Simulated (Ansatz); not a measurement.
Planning a GW calculation on SrLi2SnS4 (I-42m).

Symmetry: I-42m, No. 121, tetragonal system. The conventional cell has a = 6.659 Å, b = 6.659 Å, c = 7.918 Å, α = 90.00°, β = 90.00°, γ = 90.00°. Nearest to Li lie 4 S at 2.47 Å. Nearest to Sr lie 8 S at 3.08 to 3.25 Å. Nearest to Sn lie 4 S at 2.37 Å. Nearest to S lie 1 Sn at 2.37 Å and 2 Li at 2.47 Å and 2 Sr at 3.08 to 3.25 Å. Farther neighbours and most contacts between anions are not listed.

```xyz
8
Lattice="-3.3295 3.3295 3.9590 3.3295 -3.3295 3.9590 3.3295 3.3295 -3.9590" Properties=species:S:1:pos:R:3 pbc="T T T"
Li    3.3295    0.0000    1.9795
Li    0.0000    3.3295    1.9795
Sr    0.0000    0.0000    3.9590
Sn    0.0000    0.0000    0.0000
S     1.3757    1.3757   -1.3567
S    -1.9538    1.9538    5.3157
S     1.9538    1.9538    2.6023
S     1.9538   -1.9538    5.3157
```

The cell and positions come from the Crystallography Open Database and are kept as given unless a step says otherwise.

Runs so far (Ansatz 0.2.0, start PBE, PAW set soft_1 files, 4×4×4 mesh). Times are wall times on 1 × NVIDIA H100 80GB HBM3 (shared by 6 runs) with 2 threads of AMD EPYC 7R13 (Zen 3), shared host, good to a factor of about two.

```
bands summed  cutoff (eV)  gap on the mesh (eV)  time
         167           50                 4.038  25 s
         425          100                 4.099  30 s
         759          150                 4.120  94 s
```

What should the next rung give, with 1327 bands and screening to 220 eV, and where is the limit?

The error falls about as one over the bands when the cutoff rises with them. A line through the two highest rungs given predicts 4.131 eV; the run gave 4.127 eV, close to it. The two highest rungs put the limit near 4.135 eV, the pair below near 4.146 eV; their difference is a rough measure of what is unsettled in bands and cutoff; the mesh is a separate error.

Gaps are over the mesh's points; an edge off the mesh would be missed. Limits: not at the basis limit; no spin-orbit coupling.

[Paths, hosts, dates, memory and timing lines, banners, echoed tables and standing remarks are left out of the program output.]

[Logs are printed without paths, hosts, clocks, repeated set-up lines and the standing remarks that a program may print on its own settings, such as how far it seeks lower states.]

[Runs of the session that timed out or met a known fault of the program may be left out.]

[Cells called generated may have been cut or substituted from an entry of the Crystallography Open Database or the Materials Project.]

[Hosts, paths, dates, database ids (printed as entryN), source tags and the programs' standing remarks are cut or masked in the printed files.]
